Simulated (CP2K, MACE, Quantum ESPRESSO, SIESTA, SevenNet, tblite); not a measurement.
# Pressure against volume in random rock-salt alloy of YSe and YTe (64 atoms), QE, PBE

The cell holds 64 atoms: 32 Y, 27 Te and 5 Se. Cell: a = 12.042 Å, b = 12.042 Å, c = 12.042 Å, α = 90.0°, β = 90.0°, γ = 90.0°. It derives from YTe. Rock-salt YSe, 2 x 2 x 2 conventional cells, 27 of 32 Se sites given to Te at random (x = 0.844), lattice by Vegard's rule (a = 6.021 Å); every coordinate displaced by a Gaussian of 0.07 Å. Then the atoms were relaxed with SevenNet 0 in the fixed cell.

Calculated with Quantum ESPRESSO 7.5: PBE; plane waves, SSSP efficiency, 45/360 Ry; k-points Γ. The unchanged cell has V0 = 27.286 Å³ an atom and P0 = 2.714 GPa. It is scaled evenly, with fractional positions held.

| volume (Å³/atom) | pressure (GPa) |
| --- | --- |
| 25.649 | 8.03 |
| 26.467 | ? |
| 28.104 | 0.6163 |
| 28.923 | -1.180 |

**Question.** Fit a second-order expansion in ln V to the rows given and interpolate to the withheld row.

**Working.**

To second order in u = ln(V/V0), P = P0 − B u + ½ B B′ u², with B the bulk modulus at V0 and B′ its pressure derivative. So v = (P − P0)/u is a line in u, with intercept −B and slope ½ B B′.

```
         u   v (GPa)
-0.0618754  -85.9146
 0.0295588  -70.9670
 0.0582689  -66.8229
```

With n = 3: mean u = 0.00865077, mean v = -74.5682, Σ(u − ū)² = 0.0078730, Σ(u − ū)(v − v̄) = 1.2598. Slope b = 1.2598 / 0.0078730 = 160.02; intercept a = v̄ − b ū = -75.952.

So B = 76.0 GPa and B′ = 2b/B = 4.2. At the withheld volume u = -0.03046, v = a + b u = -80.83 GPa, and P = P0 + u v.

Prediction at 26.467: 5.176 GPa. The run gave 5.165 GPa, so the fit is high by 0.011 GPa (0.22 % of the value).

B′ = 4.2 rests on three points. Among the rows given, the largest miss of the fit is at 28.923, by 0.011 GPa (0.12 % of the range of the table).

Limits: Static cells at zero temperature, with the cell shape held.

[Logs are printed without paths, hosts, clocks, repeated set-up lines and the standing remarks that a program may print on its own settings, such as how far it seeks lower states.]

[Hosts, paths, dates, database ids (printed as entryN), source tags and the programs' standing remarks are cut or masked in the printed files.]
